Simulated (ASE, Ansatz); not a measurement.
# Electronic structure of generalised stacking fault on (112) of a Nb-Li solid solution (54 atoms)

Wanted: forces and levels of generalised stacking fault on (112) of a Nb-Li solid solution (54 atoms).

Main program and level: Ansatz 0.2.0; Kohn-Sham DFT, r2SCAN, PAW (set soft_2), plane waves.

### 1. Starting point

The cell holds 54 atoms: 30 Nb and 24 Li. Its edges and angles: a = 8.820 Å, b = 4.801 Å, c = 25.158 Å, α = 90.0°, β = 88.3°, γ = 90.0°. It derives from Nb and Li. Bcc Nb lattice (a = 3.3949 Å, the value set for the mixture), cell with z along [112], 3 x 1 x 3 periods; the third cell vector is tilted by 0.250 of 1/2<111> (its sense, twinning or antitwinning, isn't checked) and lengthened by 0.2 Å, so the cell holds one fault; displaced by a Gaussian of 0.01 Å; 24 of 54 Nb sites given to Li at random (lattice constant by Vegard's rule between Nb and Li).

What the set-up can't give: The cell is under 6 Å thick along one periodic direction, so every atom has periodic images of itself close by, which move with it and show among its neighbours and in g(r). The host structure and its lattice constant were typed by rule, without a check against the phase diagram.

### 2. Plane-wave single point

The electrons are solved once, with the atoms held.

input.yaml

```yaml
crystal:
  lattice:
    - [8.82021, 0.0, 0.0]
    - [0.0, 4.80111, 0.0]
    - [0.73499, 0.0, 25.14732]
  atoms:
    - { symbol: Nb, position: [0.58558, 0.99947, 0.99218] }
    - { symbol: Nb, position: [0.24948, 0.00111, 0.99115] }
    - { symbol: Li, position: [0.91843, 0.00176, 0.9917] }
    - { symbol: Nb, position: [0.77426, 0.49721, 0.05379] }
    - { symbol: Nb, position: [0.44049, 0.50134, 0.05439] }
    - { symbol: Li, position: [0.10728, 0.50079, 0.05474] }
    - { symbol: Li, position: [0.87901, 0.00146, 0.10948] }
    - { symbol: Li, position: [0.54514, 0.00013, 0.11046] }
    - { symbol: Nb, position: [0.21153, 0.99986, 0.11033] }
    - { symbol: Nb, position: [0.65357, 0.49904, 0.16508] }
    - { symbol: Li, position: [0.32209, 0.5014, 0.16508] }
    - { symbol: Li, position: [0.98596, 0.49827, 0.1651] }
    - { symbol: Nb, position: [0.76008, 0.99869, 0.22063] }
    - { symbol: Nb, position: [0.42639, 0.00201, 0.21994] }
    - { symbol: Li, position: [0.09184, 0.99825, 0.21994] }
    - { symbol: Li, position: [0.86634, 0.50004, 0.27551] }
    - { symbol: Li, position: [0.53226, 0.49971, 0.27512] }
    - { symbol: Li, position: [0.19794, 0.50076, 0.27439] }
    - { symbol: Li, position: [0.63891, 0.00071, 0.33064] }
    - { symbol: Li, position: [0.30573, 0.00508, 0.33017] }
    - { symbol: Li, position: [0.97332, 0.99838, 0.3307] }
    - { symbol: Nb, position: [0.74607, 0.50104, 0.38487] }
    - { symbol: Nb, position: [0.41319, 0.49757, 0.3858] }
    - { symbol: Li, position: [0.07746, 0.49898, 0.38556] }
    - { symbol: Nb, position: [0.85265, 0.00098, 0.44071] }
    - { symbol: Nb, position: [0.51846, 0.00081, 0.44102] }
    - { symbol: Li, position: [0.18407, 0.00361, 0.44099] }
    - { symbol: Nb, position: [0.62445, 0.501, 0.49625] }
    - { symbol: Nb, position: [0.29164, 0.4988, 0.49601] }
    - { symbol: Li, position: [0.95739, 0.50142, 0.49596] }
    - { symbol: Nb, position: [0.73199, 0.99869, 0.55094] }
    - { symbol: Nb, position: [0.39708, 0.00473, 0.54988] }
    - { symbol: Nb, position: [0.06502, 0.00037, 0.55086] }
    - { symbol: Nb, position: [0.83858, 0.50211, 0.60604] }
    - { symbol: Li, position: [0.50435, 0.50218, 0.6064] }
    - { symbol: Li, position: [0.17077, 0.50218, 0.60614] }
    - { symbol: Nb, position: [0.61081, 0.99371, 0.6612] }
    - { symbol: Li, position: [0.27891, 0.99922, 0.66148] }
    - { symbol: Li, position: [0.945, 0.00199, 0.66046] }
    - { symbol: Nb, position: [0.71832, 0.49864, 0.71581] }
    - { symbol: Li, position: [0.38664, 0.50163, 0.71604] }
    - { symbol: Nb, position: [0.05254, 0.50192, 0.71598] }
    - { symbol: Nb, position: [0.82558, 0.99908, 0.77107] }
    - { symbol: Nb, position: [0.49205, 0.99828, 0.77183] }
    - { symbol: Nb, position: [0.15946, 0.00102, 0.77176] }
    - { symbol: Nb, position: [0.59846, 0.50165, 0.82658] }
    - { symbol: Nb, position: [0.26245, 0.50277, 0.82574] }
    - { symbol: Li, position: [0.93076, 0.50352, 0.82697] }
    - { symbol: Nb, position: [0.70282, 0.00143, 0.88108] }
    - { symbol: Nb, position: [0.37166, 0.00151, 0.88147] }
    - { symbol: Nb, position: [0.03561, 0.00062, 0.88076] }
    - { symbol: Nb, position: [0.8108, 0.49809, 0.93645] }
    - { symbol: Li, position: [0.47658, 0.50147, 0.93643] }
    - { symbol: Li, position: [0.14418, 0.50072, 0.93671] }
kpoints:
  mp_grid: { grid: [2, 4, 1] }
hamiltonian:
  xc: r2scan
scf:
  occupations: { method: fermi_dirac, width: 0.1 }
output:
  forces: true
  stress: true
  populations: true
  dos:
    method: { smearing: { sigma: 0.1 } }
    de: 0.1
    projected: { site_lists: { Li: [Li], Nb: [Nb] } }
  eigenvalues: true
  write_density: true
  write_potential: true
  volumetric_format: npy
```

The run is started by

```bash
> ansatz run input.yaml --threads 8 --pin off --max-ram 15872MiB --backend cpu --events-out ev --progress --plain --runs-dir out
```

The log of the run:

```text
Engine: ansatz 0.2.0, aarch64-unknown-linux-gnu
Pseudopotentials: kind: paw
Pseudopotential: Nb, paw, valence charge 13, recommended cutoff 500 eV (meta_gga), Nb.paw.azcp
Pseudopotential: Li, paw, valence charge 3, recommended cutoff 500 eV (meta_gga), Li.paw.azcp
[... 6 lines on functional and potentials left out ...]
Crystal: 54 atoms, lattice volume = 1064.908 Å³
Basis set: ecut = 500 eV, 27065 PW (Γ), exchange–correlation on 288×144×768 points (64 copies of the dense FFT grid, shifted against one another)
Bands: 285, of which v1, the nominal top of the filled ones, is band 231 counted from 1 (230 counted from 0)
Symmetry: 1 space group operations
Space group: P1 (ITA 1), of the structure as read, at distance tolerance 1.0e-4 Å
k-points: 6 of 8 (time reversal used)
[... 6 lines on functional and potentials left out ...]
Initial density: superposition of atomic densities (neutral atoms: chi_scale 0, normalization atom), corrected by the library's trained network
Initial wavefunctions: pseudopotential atomic-orbital guess
Functional: x = r2scan, c = r2scan; τ floored in thin density (d = 2e-4 eV/Å³)
SCF iter   1: F=—  HF=-141801.899090 eV  |F-HF|=—  |Δ(HF+E_count)|=         —  Δρ=1.11e-2  dr2=3.64e1  dr2_τ=4.41e-1  ethr=1.77e-3  ⟨swp⟩=10.2  Hψ=7789  notcnv=0
preconditioner: auto → Kerker (q_TF=auto, 2.374 Å⁻¹)  [metal: Δε(μ)=0.018 eV  Ē_g=2.725 eV  σ=0.100 eV  W_gap=0.05  n_scr=234 (ndim 8)  ℏωp=15.0 eV  f_vac=0.000  D(μ)=60.43/eV (n_scr^D=606)]
SCF iter   2: F=—  HF=-141801.992778 eV  |F-HF|=—  |Δ(HF+E_count)|=   9.37e-2  Δρ=7.26e-3  dr2=5.71e0  dr2_τ=2.45e-1  ethr=1.77e-3  ⟨swp⟩=2.3  Hψ=2145  notcnv=0
SCF iter   3: F=—  HF=-141801.964262 eV  |F-HF|=—  |Δ(HF+E_count)|=   2.85e-2  Δρ=3.57e-3  dr2=1.52e0  dr2_τ=1.94e-2  ethr=1.24e-3  ⟨swp⟩=1.0  Hψ=1710  notcnv=0
SCF iter   4: F=—  HF=-141801.975917 eV  |F-HF|=—  |Δ(HF+E_count)|=   1.17e-2  Δρ=3.07e-3  dr2=6.88e-1  dr2_τ=2.73e-2  ethr=3.28e-4  ⟨swp⟩=1.0  Hψ=1710  notcnv=0
SCF iter   5: F=—  HF=-141801.959586 eV  |F-HF|=—  |Δ(HF+E_count)|=   1.63e-2  Δρ=8.05e-4  dr2=7.43e-2  dr2_τ=1.50e-3  ethr=1.49e-4  ⟨swp⟩=1.0  Hψ=1710  notcnv=0
SCF iter   6: F=—  HF=-141801.960416 eV  |F-HF|=—  |Δ(HF+E_count)|=   8.31e-4  Δρ=5.69e-4  dr2=1.57e-2  dr2_τ=1.27e-3  ethr=1.61e-5  ⟨swp⟩=1.0  Hψ=1710  notcnv=0
SCF iter   7: F=—  HF=-141801.960335 eV  |F-HF|=—  |Δ(HF+E_count)|=   8.09e-5  Δρ=2.48e-4  dr2=3.88e-3  dr2_τ=1.70e-4  ethr=3.39e-6  ⟨swp⟩=1.8  Hψ=1760  notcnv=0
SCF iter   8: F=—  HF=-141801.960404 eV  |F-HF|=—  |Δ(HF+E_count)|=   6.83e-5  Δρ=1.60e-4  dr2=2.45e-3  dr2_τ=4.30e-5  ethr=8.39e-7  ⟨swp⟩=1.0  Hψ=1710  notcnv=0
SCF iter   9: F=—  HF=-141801.960444 eV  |F-HF|=—  |Δ(HF+E_count)|=   4.03e-5  Δρ=1.25e-4  dr2=1.25e-3  dr2_τ=5.59e-5  ethr=5.31e-7  ⟨swp⟩=1.7  Hψ=1725  notcnv=0
SCF iter  10: F=—  HF=-141801.960419 eV  |F-HF|=—  |Δ(HF+E_count)|=   2.48e-5  Δρ=4.64e-5  dr2=1.56e-4  dr2_τ=8.71e-6  ethr=2.71e-7  ⟨swp⟩=1.5  Hψ=1718  notcnv=0
SCF iter  11: F=—  HF=-141801.960417 eV  |F-HF|=—  |Δ(HF+E_count)|=   2.69e-6  Δρ=2.90e-5  dr2=1.36e-5  dr2_τ=8.87e-7  ethr=3.37e-8  ⟨swp⟩=1.2  Hψ=1754  notcnv=0
SCF iter  12: F=—  HF=-141801.961926 eV  |F-HF|=—  |Δ(HF+E_count)|=   1.51e-3  Δρ=1.78e-5  dr2=9.58e-6  dr2_τ=3.53e-7  ethr=2.94e-9  ⟨swp⟩=2.0  Hψ=1868  notcnv=0
SCF iter  13: F=—  HF=-141801.961927 eV  |F-HF|=—  |Δ(HF+E_count)|=   1.60e-6  Δρ=1.28e-5  dr2=8.43e-6  dr2_τ=4.36e-7  ethr=2.07e-9  ⟨swp⟩=2.0  Hψ=2222  notcnv=0
SCF iter  14: F=—  HF=-141801.961927 eV  |F-HF|=—  |Δ(HF+E_count)|=   8.81e-8  Δρ=5.55e-6  dr2=2.54e-6  dr2_τ=8.48e-8  ethr=1.82e-9  ⟨swp⟩=1.8  Hψ=1839  notcnv=0
SCF iter  15: F=—  HF=-141801.961927 eV  |F-HF|=—  |Δ(HF+E_count)|=   3.81e-9  Δρ=2.61e-6  dr2=1.22e-7  dr2_τ=8.99e-9  ethr=5.49e-10  ⟨swp⟩=1.0  Hψ=1710  notcnv=0
SCF iter  16: F=—  HF=-141801.961927 eV  |F-HF|=—  |Δ(HF+E_count)|=   4.88e-8  Δρ=1.60e-6  dr2=1.51e-7  dr2_τ=7.27e-9  ethr=2.16e-11  ⟨swp⟩=9.5  Hψ=9443  notcnv=0
SCF iter  17: F=-141801.961927 eV  HF=-141801.961927 eV  |F-HF|=6.40e-8  |Δ(HF+E_count)|=   1.31e-9  Δρ=1.06e-6  dr2=7.21e-8  dr2_τ=2.85e-9  ethr=2.16e-11  ⟨swp⟩=5.5  Hψ=8857  notcnv=0
SCF 1 converged in 17 iterations: F = -141801.961927 eV  dr2 = 7.21e-8
  greatest PAW one-centre occupation: 1.000 electrons in one spin orbital (limit 2), on the Nb atom at site 48 (counted from 0), in its partial waves of l = 0
SCF converged after 17 iterations
Free energy (F): -141801.961927 eV
Harris-Foulkes:  -141801.961927 eV  (|F-HF|=6.40e-8)
Internal energy: -141800.002056 eV  (E = F + TS)
E sigma→0 (E₀):  -141800.981992 eV
Entropy (-TS):   -1.959871 eV (-36.294 meV/atom)
Fermi energy:    9.200771 eV
--- Per-component energies (eV) ---
  E_band       = -7392.495239
  E_kinetic    = 12164.200041
  E_local      = -53536.259593  (includes V_loc(G=0)·N_el)
  E_nonlocal   = 2803.594328
  E_hartree    = 20827.842996
  E_xc         = -5245.969885
  E_vxc        = -7324.297518  (∫ρ·V_xc dr)
  E_paw        = -93226.764496  (= ΣΔE_a)
  E_vpaw       = -3619.989916  (= ΣTr[D̂ρ^β])
  E_aug_tail   = -0.002353  (compensation charges beyond the density's cutoff)
  E_vtau       = 464.544921  (kinetic-family band-sum trace: ∫τ·v_τ [+ j·A + Jᵃ·Aᵃ] dr)
  E_ewald      = -25580.870173
  E_core_change = -5.772921  (= ΣΔE_core)
  E_smearing   = -1.959871  (= −TS)
  E_closure    = 0.000000  (closes the sum)
  Σ components = -141801.961927   (vs F -141801.961927, Δ=0.00e0)
--- Forces (eV/Å), atoms counted from 1 ---
  atom   1  Nb     0.13398609     0.02647249     0.22121927
  atom   2  Nb     1.66828569    -0.00690944     1.02246104
  atom   3  Li     0.07201741    -0.04198251     0.20363522
  atom   4  Nb    -2.18413274     0.05269545    -0.73533025
  atom   5  Nb    -0.00870835    -0.01471680    -0.25754476
  atom   6  Li    -0.08081375    -0.00562044    -0.19717265
  atom   7  Li    -0.21072365    -0.04179278     0.05841552
  atom   8  Li     0.34852918     0.00157891    -0.02469505
  atom   9  Nb     1.78556170     0.02140931    -1.25749699
  atom  10  Nb    -0.40025523    -0.01290170     0.07859220
  atom  11  Li    -0.23351095    -0.00576480     0.03144782
  atom  12  Li     0.05375750     0.01036487    -0.12751761
  atom  13  Nb    -2.20470522     0.01720492    -1.06228595
  atom  14  Nb     1.97956775    -0.00996256    -1.27458308
[...]
atom  53  Li    -0.21924411    -0.01137244     0.03148345
  atom  54  Li     0.15597940     0.00124651     0.08003743
  max |Σ_I F_I| component: 1.83e-5 eV/Å
--- Stress (GPa, compression-positive) ---
      -11.589790       0.022560       0.096240
        0.022560     -10.548141       0.040237
        0.096240       0.040237     -10.496965
  P = ⅓ Tr σ = -10.8783 GPa (-108.783 kbar)
--- Band table (eV; the first three rows and the last of 6) ---
  k-point 0: bands = ["-47.7396", "-47.7245", "-47.6907", "-47.5843", [... 269 levels ...], "11.1660", "11.1984", "11.2721", "11.2877", "11.3619", "11.3781", "11.4487", "11.5237", "11.5312", "11.5881", "11.6687", "11.6956"]
[...]
--- Löwdin populations: 54 sites ---
  site symbol       q [e]
     0     Nb     12.9620
     1     Nb     13.1703
     2     Li      2.6546
[...]
53     Li      2.6416
  spilling = 0.008946 (of n_electrons = 462.000000)
```

The job ended after 1.8 min (8 threads of Arm Neoverse V2, shared host; peak memory 8.7 GiB).

The run gave:

| Quantity | Value |
| --- | --- |
| free energy | -141801.9619 eV |
| free energy per atom | -2625.9623 eV/atom |
| SCF cycles | 17 |
| pressure | -10.88 GPa |
| r.m.s. force component | 0.5484 eV/Å |
| longest force | 2.594 eV/Å |
| Fermi energy | 9.201 eV |
| levels partly filled by over 2 per cent | 129 |
| spilling of the projection | 0.008946 |

Length of the force by element:

```csv
element,coordination,atoms,mean length of the force (eV/Å),spread,least,most
Li,all,24,0.217,0.0826,0.074,0.369
Nb,all,30,0.968,0.803,0.153,2.59
```

Density of states as counts of states in windows of 0.5 eV (from the Fermi level), total and the larger projections:

```csv
from (eV),to (eV),total,Nb d,Nb s,Li s
-10,-6,0.0,0.0,0.0,0.0
-6,-5.5,0.1,0.0,0.1,0.0
-5.5,-5,0.7,0.0,0.6,0.1
-5,-4.5,2.1,0.1,1.7,0.4
-4.5,-4,3.0,0.1,2.1,0.7
-4,-3.5,4.0,0.5,2.5,1.0
-3.5,-3,8.3,2.1,4.5,1.5
-3,-2.5,14.2,8.3,3.9,1.7
-2.5,-2,20.4,14.6,2.8,2.6
-2,-1.5,26.2,21.3,2.2,2.1
-1.5,-1,32.1,27.7,1.6,2.0
-1,-0.5,33.3,28.9,1.4,1.8
-0.5,0,30.3,25.2,1.5,1.7
0,0.5,26.0,20.7,1.5,1.6
0.5,1,23.1,17.9,1.2,1.1
```

About 287 of the 462 electrons lie in deeper levels, below the stored range.

The levels nearest the highest filled one (over half full), pooled over k-points and spins:

```csv
level less the highest filled one (eV),occupation
-0.0314,1.20
-0.0206,1.15
-0.0184,1.14
-0.0096,1.09
-0.0021,1.05
0,1.04
0.0105,0.991
0.0193,0.947
0.021,0.939
0.0271,0.908
0.0367,0.861
0.0379,0.855
```

Electrostatic potential energy in the ca plane at fractional y = 0.000, with atoms of Nb and Li within 0.2 Å of it. With pseudopotentials it is smooth inside the atoms' cores, unlike the true potential.

Ten even steps from '0' (-75 eV) to '9' (12 eV), each cell a mean:
```
98656899988889999767899986579999999999974347
99767999864468999999999986579999867899998789
99999999730037999999999998789997422589999999
99999999720027999878999999999996200379999999
99999999842147997534799999999997200379987678
99999999976679986101489999999998533589963236
99989999999999985100489987789999877899851004
98767999999999997312689863358999999999851015
98656999988889999767899840016999999999974347
99767999864468999999999840016899867899998789
99999999730037999999999863247998522589999999
99999999720026999878999987678997200379999999
99999999842147997434799999999997300379987678
99999999976678985101589999999998533589963236
99889999999899985100489999999999877899851004
98767999999999997312689998789999999999851015
98656999999999998767899986579999999999975347
99767999998899999999999986579999867899998789
99989999986689999999999998789998522589999999
99999999975579999878999999999997200379999999
99999999987789997434799999999997300379987678
99999999999999985101489999999998533589963236
99889999999999985100489999999999877899851005
98767999999999997312589998889999999999851015
```
Columns run along c (16.0 Å, from fractional 0.29 to 0.92 of the cell; values clipped at the 3rd and 97th percentile), rows up along a (8.8 Å). Atoms in or near the plane, at fractional coordinates: Li at (0.33, 0.64), Li at (0.33, 0.31), Li at (0.33, 0.97), Nb at (0.44, 0.85), Nb at (0.44, 0.52), Li at (0.44, 0.18), Nb at (0.55, 0.73), Nb at (0.55, 0.40), Nb at (0.55, 0.07), Nb at (0.66, 0.61), Li at (0.66, 0.28), Li at (0.66, 0.94), Nb at (0.77, 0.83), Nb at (0.77, 0.49) and more.

Valence density in the ca plane at fractional y = 0.000, with atoms of Nb and Li within 0.2 Å of it. It is the smooth field of the valence electrons, not physical close to the nuclei.

Values in e/Å³, 13 rows by 16 columns, each cell a mean:
```
1.0 0.1 0.5 0.2 0.1 0.1 0.1 0.1 3.5 0.1 0.6 1.2 0.2 0.5 0.5 0.1
0.7 0.1 3.1 1.2 0.1 0.8 0.2 0.1 0.1 0.1 2.4 4.0 0.4 0.3 0.3 0.1
0.1 0.1 0.2 0.1 0.5 4.1 1.4 0.1 0.1 0.1 1.5 3.0 0.4 2.2 1.9 0.2
0.2 0.1 0.1 0.1 0.4 3.9 1.4 0.1 0.3 0.1 0.3 0.4 0.3 3.4 3.3 0.3
1.9 0.1 0.1 0.1 0.2 0.7 0.3 0.2 4.2 0.1 0.3 0.5 0.2 1.1 1.2 0.4
2.9 0.1 2.6 1.2 0.2 0.4 0.2 0.1 0.5 0.1 1.8 3.3 0.3 0.3 0.2 0.3
0.8 0.1 0.9 0.5 0.4 3.0 0.9 0.1 0.1 0.1 2.1 3.9 0.4 1.2 0.9 0.2
0.2 0.1 0.1 0.1 0.6 4.6 1.7 0.1 0.1 0.1 0.4 0.9 0.3 3.5 3.1 0.2
0.9 0.2 0.4 0.3 0.3 1.6 0.5 0.2 3.1 0.1 0.1 0.1 0.2 2.2 2.0 0.1
2.8 0.3 3.1 2.1 0.2 0.2 0.1 0.1 1.8 0.1 0.1 0.5 0.1 0.3 0.3 0.1
1.6 0.3 3.5 2.6 0.2 0.2 0.1 0.1 0.0 0.0 0.8 3.5 0.1 0.5 0.5 0.1
0.2 0.1 0.7 0.5 0.1 3.8 0.3 0.1 0.0 0.1 0.1 0.3 0.2 2.9 2.8 0.1
0.1 0.1 0.1 0.1 0.1 0.9 0.1 0.1 1.4 0.1 0.1 0.1 0.2 2.9 2.8 0.1
```
Columns run along c (16.0 Å, from fractional 0.00 to 0.64 of the cell), rows up along a (8.8 Å). Atoms in or near the plane, at fractional coordinates: Li at (0.11, 0.88), Li at (0.11, 0.55), Nb at (0.11, 0.21), Nb at (0.22, 0.76), Nb at (0.22, 0.43), Li at (0.22, 0.09), Li at (0.33, 0.64), Li at (0.33, 0.31), Li at (0.33, 0.97), Nb at (0.44, 0.85), Nb at (0.44, 0.52), Li at (0.44, 0.18), Nb at (0.55, 0.73), Nb at (0.55, 0.40) and more.

Within 0.4 eV of the Fermi level the largest share is Nb d (87 % of the projected weight).

### 3. Structure statistics

These statistics describe the geometry on which the runs were made.

Density 4.61 g/cm³, 19.72 Å³ an atom.

Pair distribution functions g(r), in bins of 0.1 Å:

```csv
r (Å),total,Nb-Nb,Nb-Li,Li-Li
2.75,0.00,0.00,0.00,0.00
2.85,0.07,0.23,0.00,0.00
2.95,14.00,13.30,14.50,14.00
3.05,0.12,0.21,0.12,0.00
3.15,0.30,0.39,0.36,0.00
3.25,0.00,0.00,0.00,0.00
3.35,5.26,5.96,4.13,6.98
3.45,2.63,2.89,2.61,2.26
3.55,0.00,0.00,0.00,0.00
3.65,0.00,0.00,0.00,0.00
3.75,0.00,0.00,0.00,0.00
3.85,0.00,0.00,0.00,0.00
3.95,0.04,0.00,0.07,0.00
4.05,0.18,0.00,0.36,0.00
4.15,0.00,0.00,0.00,0.00
4.25,0.00,0.00,0.00,0.00
4.35,0.18,0.20,0.12,0.31
4.45,0.00,0.00,0.00,0.00
4.55,0.00,0.00,0.00,0.00
4.65,0.00,0.00,0.00,0.00
4.75,2.78,3.06,2.58,2.84
4.85,4.62,5.99,2.73,7.20
4.95,0.00,0.00,0.00,0.00
5.05,0.55,0.59,0.56,0.47
5.15,0.00,0.00,0.00,0.00
5.25,0.00,0.00,0.00,0.00
5.35,0.00,0.00,0.00,0.00
5.45,0.47,0.38,0.63,0.20
5.55,0.19,0.30,0.15,0.09
5.65,10.60,10.20,11.00,10.30
5.75,0.00,0.00,0.00,0.00
5.85,3.23,3.38,3.10,3.32
5.95,0.31,0.27,0.30,0.41
6.05,0.08,0.16,0.06,0.00
6.15,0.18,0.20,0.06,0.46
6.25,0.27,0.19,0.42,0.00
6.35,0.09,0.09,0.06,0.14
6.45,0.15,0.18,0.11,0.21
6.55,0.01,0.00,0.00,0.07
6.65,0.00,0.00,0.00,0.00
6.75,1.41,1.27,1.56,1.22
6.85,0.41,0.40,0.43,0.38
6.95,0.00,0.00,0.00,0.00
7.05,0.10,0.04,0.17,0.06
```

The surroundings of Nb23, which bears the longest force, nearest first, numbered as they follow in the input and with coordinates relative to it.

```csv
atom,x,y,z,distance (Å),Fx,Fy,Fz (eV/Å)
Nb23,0.00,0.00,0.00,0.00,1.77,0.09,1.89
Li20,-0.99,-2.36,-1.40,2.92,0.02,-0.08,0.18
Nb26,0.97,-2.38,1.39,2.93,0.23,0.00,0.28
Nb22,2.94,0.02,-0.02,2.94,-1.46,-0.02,1.60
Nb29,-0.99,0.01,2.77,2.94,0.70,0.02,-0.40
Li17,0.97,0.01,-2.78,2.95,0.23,0.02,0.00
Nb26,0.97,2.42,1.39,2.95,0.23,0.00,0.28
Li24,-2.96,0.01,-0.01,2.96,-0.04,0.02,0.24
Li20,-0.99,2.44,-1.40,2.98,0.02,-0.08,0.18
Li19,1.95,-2.39,-1.39,3.38,-0.22,0.00,0.08
Li27,-1.98,-2.37,1.39,3.39,0.35,-0.05,-0.12
Nb28,1.94,0.02,2.78,3.39,-0.28,-0.02,-0.94
Li19,1.95,2.42,-1.39,3.40,-0.22,0.00,0.08
Li27,-1.98,2.43,1.39,3.43,0.35,-0.05,-0.12
Li18,-1.98,0.02,-2.80,3.43,0.17,0.00,-0.10
```

### 4. What came out

| Quantity | Value |
| --- | --- |
| free energy per atom | -2625.9623 eV/atom |
| density | 4.606 g/cm³ |
| pressure | -10.88 GPa |
| r.m.s. force component | 0.5484 eV/Å |
| wall time of the 1 DFT run | 1.8 min |

What this shows: 129 levels are partly filled, by over 2 % (on the run's k-points), as in a metal.

Caveats: The geometry was built by rule, was displaced at random and isn't relaxed at this level: its force components are 0.55 eV/Å r.m.s. The pressure of -11 GPa says that the cell would shrink at this level of theory.

[Logs are printed without paths, hosts, clocks, repeated set-up lines and the standing remarks that a program may print on its own settings, such as how far it seeks lower states.]

[Hosts, paths, dates, database ids (printed as entryN), source tags and the programs' standing remarks are cut or masked in the printed files.]
